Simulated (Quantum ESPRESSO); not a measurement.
**MnS: spin spirals in supercells**

This program has no spiral boundary conditions, so spirals of MnS are built in supercells. What do they cost, in energy and in time?

Method: LDA with U = 2.4 eV on Mn d (ortho-atomic projectors); plane waves with GBRV 1.5 LDA potentials, no spin-orbit coupling, flat spiral in a supercell, in Quantum ESPRESSO 7.5.

This is a report of a sequence of runs, with most program output left out.

The database entry behind the starting cell differs from later determinations by our own check (an axis about 0.2 % short against later determinations), so it need not match the best structure at ambient conditions.

## 1. The starting structure

It takes space group Fm-3m (No. 225, cubic). The conventional cell has a = 5.209 Å, b = 5.209 Å, c = 5.209 Å, α = 90.00°, β = 90.00°, γ = 90.00°. Nearest to Mn lie 6 S at 2.60 Å. S has 6 Mn at 2.60 Å nearest. Farther neighbours and most contacts between anions are not listed.

Coordinates:

```cif
data_structure
_symmetry_space_group_name_H-M 'Fm-3m'
_symmetry_Int_Tables_number 225
_cell_length_a 5.2090
_cell_length_b 5.2090
_cell_length_c 5.2090
_cell_angle_alpha 90.000
_cell_angle_beta 90.000
_cell_angle_gamma 90.000
_cell_volume 141.34
loop_
_atom_site_label
_atom_site_type_symbol
_atom_site_symmetry_multiplicity
_atom_site_Wyckoff_symbol
_atom_site_fract_x
_atom_site_fract_y
_atom_site_fract_z
_atom_site_occupancy
Mn1 Mn 4 a 0.00000 0.00000 0.00000 1
S1 S 4 b 0.50000 0.00000 0.00000 1
```

The cell comes from the Crystallography Open Database.

## 2. Parallel moments, one cell

pw.in

```
&CONTROL
  calculation = 'scf'
  prefix = 'pwscf'
  outdir = './tmp'
  pseudo_dir = './pseudo'
  disk_io = 'nowf'
/
&SYSTEM
  ibrav = 0
  celldm(1) = 8
  nat = 2
  ntyp = 2
  ecutwfc = 34
  ecutrho = 238
  nbnd = 34
  occupations = 'smearing'
  smearing = 'fd'
  degauss = 0.00734986
  noncolin = .true.
  starting_magnetization(1) = 0.3
  angle1(1) = 90
  angle2(1) = 0
  starting_magnetization(2) = 0
/
&ELECTRONS
  conv_thr = 2d-08
  electron_maxstep = 150
  mixing_beta = 0.3
/
ATOMIC_SPECIES
Mn     54.9380 mn_lda_v1.5.uspp.F.UPF
S      32.0600 s_lda_v1.4.uspp.F.UPF
CELL_PARAMETERS alat
   0.0000000000000    0.6152239614485    0.6152239614485
   0.6152239614485    0.0000000000000    0.6152239614485
   0.6152239614485    0.6152239614485    0.0000000000000
ATOMIC_POSITIONS crystal
Mn      0.0000000000    0.0000000000    0.0000000000
S       0.5000000000    0.5000000000    0.5000000000
K_POINTS automatic
12 4 4 0 0 0
HUBBARD {ortho-atomic}
U Mn-3d 2.4000
```

The run is started by

```sh
OMP_NUM_THREADS=1 mpirun -n 4 pw.x -nk 4 -in pw.in > pw.out
```

Run time: 12 s. Hardware: 4 MPI ranks of Arm Neoverse V2, shared host; peak memory 0.35 GiB.

Spin moment in the atom's sphere by atom:

```
atom  x (μB)  y (μB)  z (μB)  size
 Mn1    4.39    0.00    0.00  4.39
  S2    0.16    0.00    0.00  0.16
```

This step gave:

* smearing term TS: 0.01208 eV
* magnetization: 4.935, 0, 0 μB
* absolute magnetization: 4.935 μB
* final state: ferromagnetic

## 3. One turn in 2 cells along the input cell's a

Neighbouring cells are turned by 180° in the xy plane; the cell holds 4 atoms.

pw.in

```
&CONTROL
  calculation = 'scf'
  prefix = 'pwscf'
  outdir = './tmp'
  pseudo_dir = './pseudo'
  disk_io = 'nowf'
/
&SYSTEM
  ibrav = 0
  celldm(1) = 8
  nat = 4
  ntyp = 4
  ecutwfc = 34
  ecutrho = 238
  nbnd = 60
  occupations = 'smearing'
  smearing = 'fd'
  degauss = 0.00734986
  noncolin = .true.
  starting_magnetization(1) = 0.3
  angle1(1) = 90
  angle2(1) = 0
  starting_magnetization(2) = 0.3
  angle1(2) = 90
  angle2(2) = 180
  starting_magnetization(3) = 0
  starting_magnetization(4) = 0
/
&ELECTRONS
  conv_thr = 4d-08
  electron_maxstep = 150
  mixing_beta = 0.3
/
ATOMIC_SPECIES
Mn1    54.9380 mn_lda_v1.5.uspp.F.UPF
Mn2    54.9380 mn_lda_v1.5.uspp.F.UPF
S1     32.0600 s_lda_v1.4.uspp.F.UPF
S2     32.0600 s_lda_v1.4.uspp.F.UPF
CELL_PARAMETERS alat
   0.0000000000000    1.2304479228970    1.2304479228970
   0.6152239614485    0.0000000000000    0.6152239614485
   0.6152239614485    0.6152239614485    0.0000000000000
ATOMIC_POSITIONS crystal
Mn1     0.0000000000    0.0000000000    0.0000000000
Mn2     0.5000000000    0.0000000000    0.0000000000
S1      0.2500000000    0.5000000000    0.5000000000
S2      0.7500000000    0.5000000000    0.5000000000
K_POINTS automatic
6 4 4 0 0 0
HUBBARD {ortho-atomic}
U Mn1-3d 2.4000
U Mn2-3d 2.4000
```

It took 61 s on 4 MPI ranks; peak memory 0.65 GiB; 4 min of CPU time.

Spin moment in the atom's sphere by atom:

```
atom  x (μB)  y (μB)  z (μB)  size
 Mn1    4.29    0.00    0.00  4.29
 Mn2   -4.29    0.00    0.00  4.29
  S3    0.00    0.00    0.00  0.00
  S4    0.00    0.00    0.00  0.00
```

Numbers from this step:

```
smearing term TS       : 8.28e-5 eV
magnetization          : 0, 0, 0 μB
absolute magnetization : 9.166 μB
final state            : antiferromagnetic
```

## 4. One turn in 3 cells along the input cell's a

Neighbouring cells are turned by 120° in the xy plane; the cell holds 6 atoms.

pw.in

```
&CONTROL
  calculation = 'scf'
  prefix = 'pwscf'
  outdir = './tmp'
  pseudo_dir = './pseudo'
  disk_io = 'nowf'
/
&SYSTEM
  ibrav = 0
  celldm(1) = 8
  nat = 6
  ntyp = 6
  ecutwfc = 34
  ecutrho = 238
  nbnd = 84
  occupations = 'smearing'
  smearing = 'fd'
  degauss = 0.00734986
  noncolin = .true.
  starting_magnetization(1) = 0.3
  angle1(1) = 90
  angle2(1) = 0
  starting_magnetization(2) = 0.3
  angle1(2) = 90
  angle2(2) = 120
  starting_magnetization(3) = 0.3
  angle1(3) = 90
  angle2(3) = -120
  starting_magnetization(4) = 0
  starting_magnetization(5) = 0
  starting_magnetization(6) = 0
/
&ELECTRONS
  conv_thr = 6d-08
  electron_maxstep = 150
  mixing_beta = 0.3
/
ATOMIC_SPECIES
Mn1    54.9380 mn_lda_v1.5.uspp.F.UPF
Mn2    54.9380 mn_lda_v1.5.uspp.F.UPF
Mn3    54.9380 mn_lda_v1.5.uspp.F.UPF
S1     32.0600 s_lda_v1.4.uspp.F.UPF
S2     32.0600 s_lda_v1.4.uspp.F.UPF
S3     32.0600 s_lda_v1.4.uspp.F.UPF
CELL_PARAMETERS alat
   0.0000000000000    1.8456718843454    1.8456718843454
   0.6152239614485    0.0000000000000    0.6152239614485
   0.6152239614485    0.6152239614485    0.0000000000000
ATOMIC_POSITIONS crystal
Mn1     0.0000000000    0.0000000000    0.0000000000
Mn2     0.3333333333    0.0000000000    0.0000000000
Mn3     0.6666666667    0.0000000000    0.0000000000
S1      0.1666666667    0.5000000000    0.5000000000
S2      0.5000000000    0.5000000000    0.5000000000
S3      0.8333333333    0.5000000000    0.5000000000
K_POINTS automatic
4 4 4 0 0 0
HUBBARD {ortho-atomic}
U Mn1-3d 2.4000
U Mn2-3d 2.4000
U Mn3-3d 2.4000
```

It took 3.1 min on 4 MPI ranks; peak memory 1.1 GiB; 12 min of CPU time.

Spin moment in the atom's sphere by atom:

```
atom  x (μB)  y (μB)  z (μB)  size
 Mn1    4.32    0.00    0.00  4.32
 Mn2   -2.16    3.74    0.00  4.32
 Mn3   -2.16   -3.74    0.00  4.32
  S4    0.03    0.06    0.00  0.07
  S5   -0.07    0.00    0.00  0.07
  S6    0.03   -0.06    0.00  0.07
```

Numbers from this step:

```
smearing term TS       : 0.001655 eV
magnetization          : 0, 0, 0 μB
absolute magnetization : 14.06 μB
final state            : non-collinear
```

## 5. One turn in 4 cells along the input cell's a

Neighbouring cells are turned by 90° in the xy plane; the cell holds 8 atoms.

pw.in

```
&CONTROL
  calculation = 'scf'
  prefix = 'pwscf'
  outdir = './tmp'
  pseudo_dir = './pseudo'
  disk_io = 'nowf'
/
&SYSTEM
  ibrav = 0
  celldm(1) = 8
  nat = 8
  ntyp = 8
  ecutwfc = 34
  ecutrho = 238
  nbnd = 110
  occupations = 'smearing'
  smearing = 'fd'
  degauss = 0.00734986
  noncolin = .true.
  starting_magnetization(1) = 0.3
  angle1(1) = 90
  angle2(1) = 0
  starting_magnetization(2) = 0.3
  angle1(2) = 90
  angle2(2) = 90
  starting_magnetization(3) = 0.3
  angle1(3) = 90
  angle2(3) = 180
  starting_magnetization(4) = 0.3
  angle1(4) = 90
  angle2(4) = -90
  starting_magnetization(5) = 0
  starting_magnetization(6) = 0
  starting_magnetization(7) = 0
  starting_magnetization(8) = 0
/
&ELECTRONS
  conv_thr = 8d-08
  electron_maxstep = 150
  mixing_beta = 0.3
/
ATOMIC_SPECIES
Mn1    54.9380 mn_lda_v1.5.uspp.F.UPF
Mn2    54.9380 mn_lda_v1.5.uspp.F.UPF
Mn3    54.9380 mn_lda_v1.5.uspp.F.UPF
Mn4    54.9380 mn_lda_v1.5.uspp.F.UPF
S1     32.0600 s_lda_v1.4.uspp.F.UPF
S2     32.0600 s_lda_v1.4.uspp.F.UPF
S3     32.0600 s_lda_v1.4.uspp.F.UPF
S4     32.0600 s_lda_v1.4.uspp.F.UPF
CELL_PARAMETERS alat
   0.0000000000000    2.4608958457939    2.4608958457939
   0.6152239614485    0.0000000000000    0.6152239614485
   0.6152239614485    0.6152239614485    0.0000000000000
ATOMIC_POSITIONS crystal
Mn1     0.0000000000    0.0000000000    0.0000000000
Mn2     0.2500000000    0.0000000000    0.0000000000
Mn3     0.5000000000    0.0000000000    0.0000000000
Mn4     0.7500000000    0.0000000000    0.0000000000
S1      0.1250000000    0.5000000000    0.5000000000
S2      0.3750000000    0.5000000000    0.5000000000
S3      0.6250000000    0.5000000000    0.5000000000
S4      0.8750000000    0.5000000000    0.5000000000
K_POINTS automatic
3 4 4 0 0 0
HUBBARD {ortho-atomic}
U Mn1-3d 2.4000
U Mn2-3d 2.4000
U Mn3-3d 2.4000
U Mn4-3d 2.4000
```

The job ended after 5 min (4 MPI ranks; peak memory 1.6 GiB).

This step gave:

* smearing term TS: 0.009409 eV
* magnetization: 0, 0, 0 μB
* absolute magnetization: 19.10 μB
* final state: non-collinear
* largest moment: 4.341 μB

## 6. A faulty input

One input was spoiled on purpose, to see how the program answers.

pw.in

```
&CONTROL
  calculation = 'scf'
  prefix = 'pwscf'
  outdir = './tmp'
  pseudo_dir = './pseudo'
  disk_io = 'nowf'
/
&SYSTEM
  ibrav = 0
  nat = 2
  ntyp = 2
  ecutwfc = 12
  ecutrho = 238
  nbnd = 19
  occupations = 'smearing'
  smearing = 'fd'
  degauss = 0.00734986
  nspin = 2
  starting_magnetization(1) = 0.3
  starting_magnetization(2) = 0
/
&ELECTRONS
  conv_thr = 2d-08
  electron_maxstep = 50
  mixing_beta = 0.3
/
ATOMIC_SPECIES
Mn     54.9380 mn_lda_v1.5.uspp.F.UPF
S      32.0600 s_lda_v1.4.uspp.F.UPF
CELL_PARAMETERS angstrom
   0.0000000000    2.6045000000    2.6045000000
   2.6045000000    0.0000000000    2.6045000000
   2.6045000000    2.6045000000    0.0000000000
ATOMIC_POSITIONS crystal
Mn      0.0000000000    0.0000000000    0.0000000000
S       0.5000000000    0.5000000000    0.5000000000
K_POINTS automatic
4 4 4 0 0 0
HUBBARD {ortho-atomic}
U Mn-3d 2.4000
```

It took 1.7 s on 4 MPI ranks; peak memory 0.06 GiB.

Convergence was reached, yet the input spoils the result.

The fault in the input: a cutoff far too low.

## 7. The spirals together

Spirals:

```
q along the reciprocal vector  energy less that at q = 0 (meV a seeded atom)  largest site moment (μB)  typed angles kept  CPU time (s)
                            0                                              0                     4.387                yes         46.39
                         0.25                                         -62.19                     4.341                yes          1199
                       0.3333                                         -85.19                     4.316                yes         733.5
                          0.5                                         -102.6                     4.294                yes         242.9
```

The energy less that at q = 0, self-consistent by path:

```
path (Å⁻¹)  energy less that at q = 0, self-consistent (meV a seeded atom)
     0.000                                                               0
     0.522                                                           -62.2
     0.696                                                           -85.2
     1.045                                                            -103
```

## 8. Outcome

```json
{
  "lowest point": "q = 0.5 along a*, -103 meV a seeded atom",
  "highest point": "q = 0, 0 meV a seeded atom"
}
```

The state at q = 0.5 lies 103 meV a seeded atom under the parallel one, with neighbouring cells opposed. The moment changes by 2.1 % between the spirals. The cell of 4 repeats took 26 times the CPU time of the single cell, though its mesh is shorter in proportion. Here a and a* are vectors of the cell in the input, which need not be the conventional cell, and only this direction was probed. The mesh is coarse, so differences of some ten meV can be noise in a metal. Energies are free energies at an electronic temperature of 1160 K, which lowers moments and differences where the moments are itinerant. The cutoff lies under the 40 Ry that these files are usually run at.

[Logs and program files are shortened in this print: banners, set-up blocks, solver, clock and traceback lines can be left out without a mark of their own.]

[Logs are printed without paths, hosts, clocks, repeated set-up lines and the standing remarks that a program may print on its own settings, such as how far it seeks lower states.]

[Hosts, paths, dates, database ids (printed as entryN), source tags and the programs' standing remarks are cut or masked in the printed files.]

[Where a cell is said to come from a database of computed structures, the database is the Materials Project.]
